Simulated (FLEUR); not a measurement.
```xyz
10
Lattice="4.000 0.000 0.000 0.000 8.000 0.000 0.000 4.000 4.000" Properties=species:S:1:pos:R:3 pbc="T T T" subject="KNiF3: which magnetic order is lowest" method="LDA (VWN) with U = 6 eV on Ni d; all-electron FLAPW, Dirac cores, scalar-relativistic bands (and 1 further level or step)" program="FLEUR MaX-R8.1" settings_of_one_run="kmax 4.4 1/bohr, gmax 13.2 1/bohr, muffin tin radii K: 2.8, Ni: 2.35, F: 1.33 bohr, lmax K: [10, 8], Ni: [8, 6], F: [6, 4], hist occupations, smearing width 0.05 eV, mixer Anderson, mixing 0.05, max iterations 130, stop 0.0001 me/bohr³, collinear spin, 6×3×6 k-mesh, double counting FLL, mesh matched on, starting moments 0 0 2 -2 0 0 0 0 0 0 μB" cost="3 runs, 25 min in all on 4 MPI ranks of Intel Xeon 6975P-C (Granite Rapids), shared host (the runs of this entry)" notes="The database entry behind the starting cell differs from later determinations by our own check (about 0.35 % short). This is the lowest of 2 finished starts, no proof of the ground state." lowest_state_found="antiferromagnetic (initial antiferro q=(0,1/2,1/2) +-)" largest_site_spin_moment="1.80 μB" next_finished_state="ferromagnetic, 48.2 meV a seeded atom higher" orbital_moment_on_the_atom_of_largest_spin_along_its_spin_spin_orbit_run="0.301 μB"
K     0.000    0.000    0.000
K     0.000    4.000    0.000
Ni    2.000    2.000    2.000
Ni    2.000    6.000    2.000
F     2.000    2.000    0.000
F     2.000    6.000    0.000
F     0.000    2.000    2.000
F     0.000    6.000    2.000
F     2.000    8.000    2.000
F     2.000    4.000    2.000
```

[Logs and program files are shortened in this print: banners, set-up blocks, solver, clock and traceback lines can be left out without a mark of their own.]

[Logs are printed without paths, hosts, clocks, repeated set-up lines and the standing remarks that a program may print on its own settings, such as how far it seeks lower states.]

[Hosts, paths, dates, database ids (printed as entryN), source tags and the programs' standing remarks are cut or masked in the printed files.]

[Where a cell is said to come from a database of computed structures, the database is the Materials Project.]
